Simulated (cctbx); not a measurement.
# Symmetry from intensities

Cell: a = 10.8530 Å, b = 10.8530 Å, c = 10.8530 Å, α = 90.00°, β = 90.00°, γ = 90.00°. Expected content of the cell: Sn16 V16 O56.

The data are simulated with cctbx, not measured: synchrotron X-rays, λ = 0.7749 Å, to d = 0.75 Å, 80 % of the full sphere, strongest reflection 70000 counts, noise from counting, a 4 % proportional error and a noise floor of 15 counts (s.d.); no absorption.

A first pass over the reflections prints:

```text
10216 reflections to d = 0.751 A
centring   violations  <I/sigma> of those
    A          0 of  5139     -0.0
    B          0 of  5088     -0.0
    C          0 of  5119     -0.0
    I       1264 of  5105      4.4
    R       1214 of  6781      3.3
    F          0 of  7673     -0.0
Laue class    unique    Rint  (classes that these axes allow; Friedel mates merged)
F m m m           461   0.031
F m -3            159   0.033
F m -3 m          111   0.033
space group    extra absences  I>4sigma  <I/sigma>
F 4 3 2                 0          0         -  acentric
F 41 3 2               21          0      -0.0  acentric
F -4 3 m                0          0         -  acentric
F m -3 m                0          0         -  centric
F d -3 m :1           173          0      -0.2  centric
F d -3 m :2           173          0      -0.2  centric
Wilson B = 0.39 A^2   <|E^2-1|> = 0.968 (0.968 centric, 0.736 acentric)   E^2>4: 1.1 %
shell (A)         n   <I/sigma>
 6.27 - 1.50     22     54.3
 1.50 - 1.19     13     66.8
 1.19 - 1.04     17     66.5
 1.04 - 0.95     10     62.2
 0.95 - 0.88     14     50.7
 0.88 - 0.83     12     56.9
 0.83 - 0.79     10     62.8
 0.79 - 0.75     13     60.0
```

**Question.** What are the lattice type, the Laue class and the likely space group?

The reflections that A, B, C and F centring forbids are absent (⟨I/σ⟩ near 0), so the lattice is F. F holds A, B and C together.

Rint stays low (0.031 to 0.033) up to F m -3 m, the highest class in these axes.

6 settings pass the absence test. The most absences obeyed, 173, belong to F d -3 m alone.

⟨|E²−1|⟩ = 0.968 leans to a centrosymmetric structure. The Wilson B of 0.39 Å² means U ≈ 0.0049 Å².

The true group is Fd-3m (no. 227, origin choice 1), Laue class m-3m, centrosymmetric. The tables fix it.

This is a model crystal, built by substitution and not relaxed, with assumed displacement parameters.

[Logs are printed without paths, hosts, clocks, repeated set-up lines and the standing remarks that a program may print on its own settings, such as how far it seeks lower states.]
